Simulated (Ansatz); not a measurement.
# Optical response of KTlSO (model structure), part 2 of 2

What colour and refractive index does KTlSO (model structure) have at this level of theory? The cell was made here by substitution or stacking, whether or not such a phase is known. It was built so: 1 of the 2 O atoms of the cell replaced by S in the R-3m structure of KTlO2.

Ansatz 0.2.0; DFT, PBE, plane-wave PAW, default files, scalar-relativistic, independent-particle optical response without local fields.

So far: The starting structure; Relaxation. The relaxed cell has a = 3.787, c = 20.398 Å (conventional setting).

**3. Ground state and bands**

First the ground state: is it a metal or has it a gap?

This step: DFT, PBE, plane-wave PAW, default files, scalar-relativistic, ground state (Ansatz 0.2.0).

input.yaml

```yaml
crystal:
  lattice:
    - [1.8935201094, 1.0932243449, 6.799489704]
    - [-1.8935201094, 1.0932243449, 6.799489704]
    - [0.0, -2.1864486898, 6.799489704]
  atoms:
    - { symbol: Tl, position: [0.0101109654, 0.0101109654, 0.0101109654] }
    - { symbol: K, position: [0.485694366, 0.485694366, 0.485694366] }
    - { symbol: S, position: [0.2685637075, 0.2685637075, 0.2685637075] }
    - { symbol: O, position: [0.735630961, 0.735630961, 0.735630961] }
kpoints:
  mp_grid: { grid: [7, 7, 7] }
  band_path:
    path:
      - [[0.0, 0.0, 0.0], [0.5, 0.0, 0.0], [0.5, 0.18390021, -0.18390021]]
      - [[0.81609979, 0.5, 0.18390021], [0.5, 0.5, 0.5], [0.0, 0.0, 0.0], [0.34195011, 0.0, -0.34195011]]
      - [[0.65804989, 0.34195011, 0.0], [0.5, 0.5, 0.0], [0.65804989, 0.65804989, 0.18390021], [0.5, 0.5, 0.5]]
      - [[0.5, 0.0, 0.0], [0.81609979, 0.34195011, 0.34195011]]
    npoints: 6
scf:
  occupations: { method: fermi_dirac, width: 0.05 }
  n_extra_bands: 8
hamiltonian:
  xc: pbe
  pseudopotentials: { kind: paw }
output:
  forces: true
  stress: true
  populations: true
  write_bands: true
  write_density: true
  write_potential: true
  elf: true
  volumetric_format: npy
```

On the command line:

```bash
$ ansatz run input.yaml --threads 4 --pin off --max-ram 8192MiB --backend cpu --events-out ev --progress --plain --runs-dir out
```

Numbers of over 12 decimals in the logs are rounded to 6 here.

What it wrote:

```text
[...]
Crystal: 4 atoms, lattice volume = 84.451 Å³
Basis set: ecut = 420 eV, 1655 PW (Γ), FFT grids on a1−a2, a2, −a2+a3, exchange–correlation on 54×96×54 points (8 copies of the dense FFT grid, shifted against one another)
Bands: 25, of which v1, the nominal top of the filled ones, is band 17 counted from 1 (16 counted from 0)
Symmetry: 6 space group operations
[...]
k-points: 44 of 343 (time reversal used)
[...]
SCF iter   1: F=—  HF=-14451.787789 eV  |F-HF|=—  |Δ(HF+E_count)|=         —  Δρ=4.12e-3  dr2=2.65e-2  ethr=1.77e-3  ⟨swp⟩=6.0  Hψ=5508  notcnv=0  defer=41
[...]
SCF iter   7: F=-14451.780449 eV  HF=-14451.780449 eV  |F-HF|=3.36e-8  |Δ(HF+E_count)|=   4.45e-7  Δρ=6.97e-6  dr2=5.94e-8  ethr=2.94e-10  ⟨swp⟩=11.2  Hψ=7929  notcnv=0
SCF 1 converged in 7 iterations: F = -14451.780449 eV  dr2 = 5.94e-8
[...]
NSCF: frozen V_eff on 58 k-points
SCF converged after 7 iterations
Free energy (F): -14451.780449 eV
[...]
Internal energy: -14451.779614 eV  (E = F + TS)
E sigma→0 (E₀):  -14451.780031 eV
Entropy (-TS):   -0.000836 eV (-0.209 meV/atom)
Fermi energy:    6.621155 eV
[...]
--- Forces (eV/Å), atoms counted from 1 ---
  atom   1  Tl     0.00000000     0.00000000    -0.00001808
  atom   2  K      0.00000000    -0.00000000     0.00029968
  atom   3  S      0.00000000     0.00000000    -0.00032701
  atom   4  O      0.00000000    -0.00000000     0.00013761
  max |Σ_I F_I| component: 9.22e-5 eV/Å
--- Stress (GPa, compression-positive) ---
        0.001242       0.000000      -0.000000
        0.000000       0.001242       0.000000
       -0.000000      -0.000000       0.009159
  P = ⅓ Tr σ = 0.0039 GPa (0.039 kbar)
--- Band table (eV; the first three rows and the last of 44) ---
  k-point 0: bands = [... 13 lower, 5.1407, 5.5280, 6.4014, 6.4014, 6.6461, 10.7491, 11.8595, 13.9076, ... 4 higher]
  k-point 1: bands = [... 13 lower, 5.0126, 5.4987, 5.6446, 6.3069, 7.4392, 11.2092, 11.9743, 12.8656, ... 4 higher]
  k-point 2: bands = [... 13 lower, 4.6703, 4.6882, 5.5348, 6.1696, 8.0917, 11.1011, 11.8072, 13.4671, ... 4 higher]
  k-point 43: bands = [... 13 lower, 5.0126, 5.0731, 5.7137, 6.3078, 7.8852, 10.8861, 11.7408, 13.1928, ... 4 higher]
--- Löwdin populations: 4 sites ---
  site symbol       q [e]
     0     Tl     12.4452
     1      K      8.2023
     2      S      6.4291
     3      O      6.7914
  spilling = 0.003882 (of n_electrons = 34.000000)
```

Elapsed: 3.3 s, on 4 threads of AMD EPYC 7B13 (Zen 3), shared host; peak memory 0.52 GiB.

In the SCF lines HF is the Harris–Foulkes energy and dr2 the Hartree energy of the density residual, in eV; the loop may stop once dr2 is under the threshold and the program's other checks hold. Hψ counts applications of the Hamiltonian.

Read-outs, printed or worked out from the files:

- free energy: -14451.7804 eV
- Fermi energy: 6.621 eV
- gap by band count: 0.1989 eV
- electrons: 34
- symmetry operations: 6
- pressure: 0.003881 GPa
- volume: 84.45 Å³
- gap on the path: 0.1966 eV
- least direct gap on the path: 0.2447 eV

There is a gap, 0.20 eV on the path, so no carriers' term is needed. The cell is left with a pressure of 0.0 GPa after its relaxation.

Electronic bands along the path, in eV, zero at the Fermi level; v1 is the highest filled band, c1 the lowest empty one:

| point | v4 | v3 | v2 | v1 | c1 | c2 | c3 | c4 |
| --- | --- | --- | --- | --- | --- | --- | --- | --- |
| Γ | -1.48 | -1.09 | -0.22 | -0.22 | 0.03 | 4.13 | 5.24 | 7.29 |
| halfway | -1.84 | -1.80 | -1.10 | -0.42 | 1.39 | 4.51 | 5.26 | 6.61 |
| L | -2.25 | -2.14 | -0.91 | -0.52 | 1.46 | 4.31 | 5.45 | 6.43 |
| halfway | -2.56 | -2.16 | -1.07 | -0.91 | 1.68 | 5.34 | 5.62 | 6.23 |
| B1 | -2.85 | -2.56 | -1.08 | -0.88 | 1.84 | 5.40 | 5.64 | 6.10 |
| jump to B | -2.85 | -2.56 | -1.08 | -0.88 | 1.84 | 5.40 | 5.64 | 6.10 |
| halfway | -2.24 | -1.46 | -1.16 | -0.67 | 1.62 | 4.83 | 5.49 | 6.06 |
| Z | -1.51 | -1.51 | -0.17 | -0.17 | 1.03 | 3.70 | 4.73 | 6.80 |
| halfway | -1.50 | -1.45 | -0.20 | -0.20 | 0.56 | 3.95 | 4.96 | 7.00 |
| Γ | -1.48 | -1.09 | -0.22 | -0.22 | 0.03 | 4.13 | 5.24 | 7.29 |
| halfway | -2.42 | -1.52 | -1.17 | -0.80 | 1.59 | 4.67 | 5.64 | 6.29 |
| X | -2.83 | -2.59 | -1.10 | -0.89 | 1.83 | 5.42 | 5.66 | 6.24 |
| jump to Q | -2.83 | -2.59 | -1.10 | -0.89 | 1.83 | 5.42 | 5.66 | 6.24 |
| halfway | -2.62 | -2.06 | -0.98 | -0.86 | 1.57 | 4.93 | 5.18 | 6.43 |
| F | -2.19 | -1.86 | -1.03 | -0.61 | 1.19 | 4.53 | 4.77 | 6.17 |
| halfway | -2.19 | -1.88 | -1.02 | -0.61 | 1.21 | 4.49 | 4.83 | 6.19 |
| P1 | -2.20 | -1.92 | -1.00 | -0.59 | 1.26 | 4.44 | 4.98 | 6.24 |
| halfway | -1.78 | -1.49 | -1.28 | -0.45 | 1.47 | 4.52 | 5.39 | 6.13 |
| Z | -1.51 | -1.51 | -0.17 | -0.17 | 1.03 | 3.70 | 4.73 | 6.80 |
| jump to L | -2.25 | -2.14 | -0.91 | -0.52 | 1.46 | 4.31 | 5.45 | 6.43 |
| halfway | -2.23 | -2.06 | -0.93 | -0.55 | 1.40 | 4.35 | 5.27 | 6.44 |
| P | -2.20 | -1.92 | -1.00 | -0.59 | 1.26 | 4.44 | 4.98 | 6.24 |

ELF in the ac plane of the conventional cell at fractional y = 0.333, with atoms of Tl and K and S and O within 0.2 Å of it. It is the smooth field of the valence electrons, not physical close to the nuclei.

Ten even steps from '0' (0.01) to '9' (0.85), each cell a mean:
```
34443210000012
78887531000025
46764210111012
00000258999863
10000489989995
12331013555321
23332100000001
22222111222111
22222468888875
52015898524899
31002589999986
12321012344210
23432100000000
11111000000000
23332223333321
11111232000233
34443233222333
78887531111124
44554310000012
11221000000000
24542101232100
00000258999863
21111368878874
22322113454321
```

Electrostatic potential energy in the ac plane of the conventional cell at fractional y = 0.333, with atoms of Tl and K and S and O within 0.2 Å of it. With pseudopotentials it is smooth inside the atoms' cores, unlike the true potential.

Ten even steps from '_' (-35 eV) to '@' (11 eV), each cell a mean:
```
@@%%%%%%@@@@@@@@@@@@@@@@@@@@
@@@@@@@@@@@@@@@@@@@@@@@@@@@@
@@@@@@@@@@@@@@@@@@@@@@@@@@@@
@@@@@@@@@@%%##++--::--++##%%
@@@@@@@@@@%%**::______..++%%
@@@@@@@@@@@@@@%%######%%@@@@
@@@@@@@@@@@@@@@@@@@@@@@@@@@@
%%%%##%%%%@@@@@@@@@@@@@@@@@@
@@%%%%%%@@@@%%##++++++**%%@@
@@@@@@@@@@@@**....::....++%%
@@@@@@@@@@@@@@##**++**##%%@@
@@@@%%%%@@@@@@@@@@@@@@@@@@@@
%%%%%%%%%%@@@@@@@@@@@@@@@@@@
@@@@@@@@@@@@@@@@@@@@@@@@@@@@
@@@@@@@@@@@@%%**++==++**%%@@
%%@@@@@@@@##--__________::**
@@@@@@@@@@%%##==::::::--**%%
@@@@@@@@@@@@@@@@@@@@@@@@@@@@
@@@@@@@@@@@@@@@@@@@@@@@@@@@@
@@@@%%%%@@@@@@@@@@@@@@@@@@@@
%%%%%%%%%%@@@@@@@@@@@@@@@@@@
@@@@@@@@@@@@@@%%**++++%%@@@@
@@@@@@@@@@@@@@++..__..==%%@@
%%%%####%%@@@@@@@@@@@@@@@@@@
```

**4. Spectrum**

With the density converged, the vertical transitions are summed over the zone.

This step: DFT, PBE, plane-wave PAW, default files, scalar-relativistic, independent-particle optical response without local fields (Ansatz 0.2.0).

input.yaml, the sections that differ from step 3:

```yaml
kpoints:
  mp_grid: { grid: [7, 7, 7] }
scf:
  occupations: { method: gaussian, width: 0.02 }
output:
  optics:
    e_range: [0, 22]
    de: 0.05
    sigma: 0.15
    nscf_kmesh: { grid: [10, 10, 10] }
    bands: { spectra_wanted_up_to: 22 }
# crystal, hamiltonian: as in step 3
```

What it wrote:

```text
[...]
Crystal: 4 atoms, lattice volume = 84.451 Å³
Basis set: ecut = 420 eV, 1655 PW (Γ), FFT grids on a1−a3, a2−a3, a3
Bands: 21, of which v1, the nominal top of the filled ones, is band 17 counted from 1 (16 counted from 0)
Symmetry: 6 space group operations
[...]
k-points: 44 of 343 (time reversal used)
[...]
SCF iter   1: F=—  HF=-14451.786774 eV  |F-HF|=—  |Δ(HF+E_count)|=         —  Δρ=4.11e-3  dr2=2.75e-2  ethr=1.77e-3  ⟨swp⟩=7.0  Hψ=5164  notcnv=0
[...]
SCF iter  11: F=-14451.780225 eV  HF=-14451.780225 eV  |F-HF|=1.09e-11  |Δ(HF+E_count)|=  9.09e-12  Δρ=3.25e-8  dr2=1.23e-12  ethr=1.00e-12  ⟨swp⟩=2.0  Hψ=1848  notcnv=0
SCF 1 converged in 11 iterations: F = -14451.780225 eV  dr2 = 1.23e-12
[...]
output.optics: what the bands over the 62 summed would add to eps1, eps2 and the energy-loss function is held between a lower and an upper bound (6 Lanczos steps). eps1, eps2 and their loss function (loss_summed_bands) are given on every row as the summed bands alone make them. Along an axis, on a row where the two bounds hold the loss function to about 1 % of the greater of itself and 0.5 % of |1/eps|, its cell (loss_completed) is given, with the completed eps1 and eps2 that it is formed of (a cell that is left empty reads nan in the table and null in the record). The two bounds hold it so along every axis on all 441 rows up to 22.000 eV. [rest of the remark cut]
SCF converged after 11 iterations
Free energy (F): -14451.780225 eV
[...]
Internal energy: -14451.780225 eV  (E = F + TS)
E sigma→0 (E₀):  -14451.780225 eV
Fermi energy:    6.549756 eV
[...]
--- Band table (eV; the first three rows and the last of 44) ---
  k-point 0: bands = [... 13 lower, 5.1402, 5.5281, 6.4047, 6.4047, 6.6463, 10.7507, 11.8593, 13.9085]
  k-point 1: bands = [... 13 lower, 5.0123, 5.4990, 5.6469, 6.3100, 7.4397, 11.2106, 11.9744, 12.8661]
  k-point 2: bands = [... 13 lower, 4.6715, 4.6883, 5.5351, 6.1722, 8.0922, 11.1022, 11.8073, 13.4671]
  k-point 43: bands = [... 13 lower, 5.0123, 5.0732, 5.7161, 6.3109, 7.8857, 10.8869, 11.7413, 13.1940]
```

Run time: 64 s. Hardware: 4 threads; peak memory 1.7 GiB; 4.1 min of CPU time.

This step gave:

* electronic dielectric constant ε∞, mean over x, y and z (by symmetry where fewer were run): 8.224
* absorption onset, first axis (α over 10⁴ cm⁻¹, or the direct gap if that lies higher): 0.3977 eV
* main peak of Im epsilon, first axis: 4.876 eV
* centre of weight of the strongest loss peak in the window: 13.34 eV
* photocurrent from vertical transitions in a film 500 nm thick on a perfect mirror (two passes), AM1.5G, no front reflection, all carriers collected: 61.76 mA/cm²
* least direct gap on the mesh: 0.2416 eV
* bands summed: 62
* spectra valid up to: 30.71 eV
* program's estimate of the k-sum error in Im epsilon: 0.04 %
* electrons in the f-sum: 26.29

The Im ε has structure finer than the step of the table below, so its rows give means over 0.5 eV, whole bins alone (the curve runs from 0 to 22 eV). Peaks (eV: height): E ∥ x or y 2.65: 5.96, 3.60: 10.2, 4.90: 11.1, 18.10: 1.90; E ∥ z 2.60: 5.17, 3.40: 5.97, 4.80: 5.10, 6.40: 8.94, 7.95: 10.3.

Im ε against photon energy; means over each step:

| photon energy (eV) | E ∥ x or y | E ∥ z |
| --- | --- | --- |
| 0.5 | 1.32 | 0.104 |
| 1.0 | 1.06 | 0.422 |
| 1.5 | 1.22 | 1.61 |
| 2.0 | 3.16 | 2.26 |
| 2.5 | 5.06 | 4.16 |
| 3.0 | 4.78 | 3.52 |
| 3.5 | 8.68 | 5.51 |
| 4.0 | 6.01 | 3.29 |
| 4.5 | 6.75 | 3.12 |
| 5.0 | 9.45 | 3.22 |
| 5.5 | 4.42 | 3.92 |
| 6.0 | 4.11 | 5.38 |
| 6.5 | 3.31 | 7.40 |
| 7.0 | 3.97 | 5.28 |
| 7.5 | 3.47 | 4.79 |
| 8.0 | 3.30 | 8.17 |
| 8.5 | 2.85 | 2.44 |
| 9.0 | 1.89 | 1.42 |
| 9.5 | 1.92 | 1.77 |
| 10.0 | 2.08 | 2.13 |
| 10.5 | 1.91 | 2.06 |
| 11.0 | 1.68 | 1.56 |
| 11.5 | 1.38 | 1.32 |
| 12.0 | 1.34 | 1.43 |
| 12.5 | 1.33 | 1.41 |
| 13.0 | 1.05 | 0.960 |
| 13.5 | 0.862 | 0.808 |
| 14.0 | 0.777 | 0.790 |
| 14.5 | 0.764 | 0.828 |
| 15.0 | 0.836 | 0.980 |
| 15.5 | 0.628 | 0.785 |
| 16.0 | 0.713 | 0.645 |
| 16.5 | 0.603 | 0.508 |
| 17.0 | 0.709 | 0.705 |
| 17.5 | 1.16 | 0.907 |
| 18.0 | 1.72 | 1.03 |
| 18.5 | 1.08 | 0.896 |
| 19.0 | 1.00 | 1.01 |
| 19.5 | 0.864 | 1.01 |
| 20.0 | 1.00 | 0.985 |
| 20.5 | 1.01 | 0.845 |
| 21.0 | 0.946 | 0.838 |
| 21.5 | 1.26 | 1.63 |

The Re ε by photon energy:

| photon energy (eV) | E ∥ x or y | E ∥ z |
| --- | --- | --- |
| 0 | 8.99 | 6.69 |
| 1 | 7.94 | 7.44 |
| 2 | 9.22 | 7.46 |
| 3 | 7.64 | 6.81 |
| 4 | 3.20 | 3.36 |
| 5 | -0.497 | 2.53 |
| 6 | -0.247 | 5.67 |
| 7 | 1.02 | 1.94 |
| 8 | -0.123 | -2.09 |
| 9 | -0.132 | -0.838 |
| 10 | 0.380 | 0.293 |
| 11 | 0.0509 | -0.348 |
| 12 | 0.418 | 0.406 |
| 13 | 0.284 | 0.132 |
| 14 | 0.489 | 0.590 |
| 15 | 0.621 | 0.759 |
| 16 | 0.815 | 0.627 |
| 17 | 1.40 | 1.21 |
| 18 | 1.21 | 1.14 |
| 19 | 0.807 | 1.20 |
| 20 | 0.941 | 0.894 |
| 21 | 0.992 | 1.33 |
| 22 | 0.595 | 0.752 |

The reflectivity at normal incidence has structure finer than the step of the table below, so its rows give means over 0.5 eV, whole bins alone (the curve runs from 0 to 22 eV). Peaks (eV: height): E ∥ x or y 3.60: 36.7, 5.15: 44.7, 7.30: 27.4, 8.65: 28.4, 18.30: 14.1; E ∥ z 2.55: 26.6, 3.30: 27.4, 4.75: 24.2, 6.45: 36.2, 8.35: 61.3, 10.90: 25.6, 12.60: 19.2.

Reflectivity at normal incidence against photon energy; means over each step:

| photon energy (eV) | E ∥ x or y (%) | E ∥ z (%) |
| --- | --- | --- |
| 0.5 | 24.0 | 20.1 |
| 1.0 | 23.0 | 21.6 |
| 1.5 | 25.0 | 22.6 |
| 2.0 | 27.3 | 22.9 |
| 2.5 | 28.8 | 25.2 |
| 3.0 | 26.9 | 22.6 |
| 3.5 | 34.5 | 25.6 |
| 4.0 | 27.2 | 17.5 |
| 4.5 | 28.9 | 19.0 |
| 5.0 | 42.4 | 18.0 |
| 5.5 | 31.3 | 22.0 |
| 6.0 | 27.9 | 25.7 |
| 6.5 | 20.2 | 33.5 |
| 7.0 | 23.1 | 26.9 |
| 7.5 | 24.6 | 24.5 |
| 8.0 | 24.7 | 45.8 |
| 8.5 | 26.7 | 54.8 |
| 9.0 | 21.3 | 34.0 |
| 9.5 | 14.9 | 15.4 |
| 10.0 | 16.9 | 18.2 |
| 10.5 | 17.0 | 19.8 |
| 11.0 | 17.8 | 22.2 |
| 11.5 | 14.3 | 14.2 |
| 12.0 | 11.9 | 12.4 |
| 12.5 | 14.1 | 17.4 |
| 13.0 | 11.9 | 14.1 |
| 13.5 | 8.19 | 7.91 |
| 14.0 | 6.43 | 5.84 |
| 14.5 | 3.95 | 4.90 |
| 15.0 | 5.38 | 6.07 |
| 15.5 | 2.67 | 5.73 |
| 16.0 | 3.11 | 3.97 |
| 16.5 | 1.93 | 1.57 |
| 17.0 | 2.66 | 2.48 |
| 17.5 | 5.29 | 3.75 |
| 18.0 | 10.0 | 4.70 |
| 18.5 | 9.46 | 4.42 |
| 19.0 | 5.63 | 4.52 |
| 19.5 | 4.32 | 4.84 |
| 20.0 | 4.83 | 4.81 |
| 20.5 | 5.29 | 3.65 |
| 21.0 | 4.32 | 3.37 |
| 21.5 | 6.09 | 8.29 |

Refractive index n and extinction k against photon energy:

| photon energy (eV) | n, E ∥ x or y | k, E ∥ x or y | n, E ∥ z | k, E ∥ z |
| --- | --- | --- | --- | --- |
| 0 | 3.00 | 0 | 2.59 | 0 |
| 1 | 2.82 | 0.185 | 2.73 | 0.0543 |
| 2 | 3.09 | 0.572 | 2.76 | 0.404 |
| 3 | 2.86 | 0.731 | 2.66 | 0.495 |
| 4 | 2.20 | 1.28 | 2.00 | 0.803 |
| 5 | 2.20 | 2.31 | 1.79 | 0.815 |
| 6 | 1.41 | 1.49 | 2.58 | 0.985 |
| 7 | 1.59 | 1.23 | 1.96 | 1.38 |
| 8 | 1.26 | 1.30 | 2.00 | 2.46 |
| 9 | 0.930 | 0.998 | 0.633 | 1.11 |
| 10 | 1.13 | 0.944 | 1.12 | 0.980 |
| 11 | 0.930 | 0.902 | 0.757 | 0.960 |
| 12 | 0.946 | 0.691 | 0.973 | 0.736 |
| 13 | 0.835 | 0.642 | 0.750 | 0.656 |
| 14 | 0.837 | 0.460 | 0.880 | 0.429 |
| 15 | 0.919 | 0.472 | 1.01 | 0.507 |
| 16 | 0.982 | 0.386 | 0.887 | 0.400 |
| 17 | 1.21 | 0.271 | 1.14 | 0.301 |
| 18 | 1.30 | 0.693 | 1.16 | 0.451 |
| 19 | 1.04 | 0.517 | 1.19 | 0.449 |
| 20 | 1.08 | 0.468 | 1.06 | 0.468 |
| 21 | 1.08 | 0.429 | 1.20 | 0.329 |
| 22 | 1.13 | 0.828 | 1.30 | 0.965 |

Values under 1 per cm are given as 1. The absorption coefficient by photon energy:

| photon energy (eV) | E ∥ x or y (1/cm) | E ∥ z (1/cm) |
| --- | --- | --- |
| 0.00 | 1 | 1 |
| 1.00 | 18734 | 5503 |
| 2.00 | 1.2e5 | 81948 |
| 3.00 | 2.2e5 | 1.5e5 |
| 4.00 | 5.2e5 | 3.3e5 |
| 5.00 | 1.2e6 | 4.1e5 |
| 6.00 | 9.1e5 | 6.0e5 |
| 7.00 | 8.7e5 | 9.8e5 |
| 8.00 | 1.1e6 | 2.0e6 |
| 9.00 | 9.1e5 | 1.0e6 |
| 10.00 | 9.6e5 | 9.9e5 |
| 11.00 | 1.0e6 | 1.1e6 |
| 12.00 | 8.4e5 | 9.0e5 |
| 13.00 | 8.5e5 | 8.7e5 |
| 14.00 | 6.5e5 | 6.1e5 |
| 15.00 | 7.2e5 | 7.7e5 |
| 16.00 | 6.3e5 | 6.5e5 |
| 17.00 | 4.7e5 | 5.2e5 |
| 18.00 | 1.3e6 | 8.2e5 |
| 19.00 | 9.9e5 | 8.7e5 |
| 20.00 | 9.5e5 | 9.5e5 |
| 21.00 | 9.1e5 | 7.0e5 |
| 22.00 | 1.8e6 | 2.2e6 |

Optical constants at common wavelengths, from n + ik = √ε:

| wavelength (nm) | n xy | k xy | R (%) xy | 1/α xy | n z | k z | R (%) z | 1/α z |
| --- | --- | --- | --- | --- | --- | --- | --- | --- |
| 1064 | 2.85 | 0.181 | 23.2 | 469 nm | 2.80 | 0.132 | 22.5 | 641 nm |
| 800 | 3.01 | 0.197 | 25.3 | 323 nm | 2.76 | 0.315 | 22.5 | 202 nm |
| 633 | 3.12 | 0.542 | 27.7 | 93 nm | 2.76 | 0.395 | 22.7 | 127 nm |
| 532 | 3.13 | 0.644 | 28.3 | 66 nm | 2.87 | 0.539 | 24.8 | 79 nm |
| 308 | 2.21 | 1.255 | 25.6 | 20 nm | 2.01 | 0.786 | 16.9 | 31 nm |
| 248 | 2.21 | 2.314 | 43.6 | 8.5 nm | 1.79 | 0.817 | 15.3 | 24 nm |
| 193 | 1.44 | 1.106 | 19.7 | 14 nm | 2.38 | 1.848 | 35.9 | 8.3 nm |

A polished face would reflect 27 % of daylight and look grey (CIE x = 0.310, y = 0.335 under D65).

The f-sum over the summed bands holds 26.3 of the cell's 34 electrons outside the frozen cores, 12 of which lie in bands more than 12 eV below the Fermi level, whose transitions come at higher energies. Up to 22 eV the strength has a mean oscillator energy of 5.8 eV, close to the main peak.

**5. What came out**

```yaml
gap_on_the_path: 0.197 eV
least_direct_gap_on_the_path: 0.245 eV
electronic_dielectric_constant_eps_infinity_mean_over_x_y_and_z_by_symmetry_where_fewer_were_run_independent_particles: 8.22
absorption_onset_first_axis_alpha_over_1e4_cm_minus1_or_the_direct_gap_if_that_lies_higher: 0.398 eV
main_peak_of_im_epsilon_first_axis: 4.88 eV
centre_of_weight_of_the_strongest_loss_peak_in_the_window_first_axis: 13.3 eV
photocurrent_from_vertical_transitions_in_a_film_500_nm_thick_on_a_perfect_mirror_two_passes_am1p5g_no_front_reflection_all_carriers_collected: 61.8 mA/cm²
```

At this level (PBE, independent particles) KTlSO has a mean ε∞ = 8.22 and n = 2.81 at 1550 nm (E ∥ x); absorption sets in near 0.4 eV, and Im ε peaks at 4.9 eV (E ∥ x). The cell grew by 8.4 % in volume. The gap on the path, 0.20 eV, is indirect by a hair: the least direct gap lies 48 meV higher. The absorption coefficient passes 10⁴ cm⁻¹ at 0.40 eV, in the infrared, so it absorbs across the visible. The strongest loss structure up to 22 eV has its centre of weight at 13.3 eV; a free-electron gas of the 26.3 electrons in the f-sum would put its plasmon at 20.7 eV. Distinct maxima of Im ε, read by a parabola through the highest points, lie at 2.65 eV (6.0), 3.58 eV (10), 4.88 eV (11) and 5.82 eV (4.8) for E ∥ x or y. The f-sum over the summed bands holds 26.3 of the cell's 34 electrons outside the frozen cores, 12 of which lie in bands more than 12 eV below the Fermi level, whose transitions come at higher energies. Up to 22 eV the strength has a mean oscillator energy of 5.8 eV, close to the main peak. A polished face would reflect 27 % of daylight and look grey (CIE x = 0.310, y = 0.335 under D65). Excitons and phonon-assisted transitions are missing, and so are local fields; PBE gaps are as a rule too small, which pulls the onset down and ε∞ up, while the missing spin-orbit coupling works the other way with such heavy atoms. In the base run ε includes the program's bounded estimate of what the bands above those summed add. Spin-orbit coupling is left out although heavy atoms are present.

[Logs are printed without paths, hosts, clocks, repeated set-up lines and the standing remarks that a program may print on its own settings, such as how far it seeks lower states.]

[Hosts, paths, dates, database ids (printed as entryN), source tags and the programs' standing remarks are cut or masked in the printed files.]
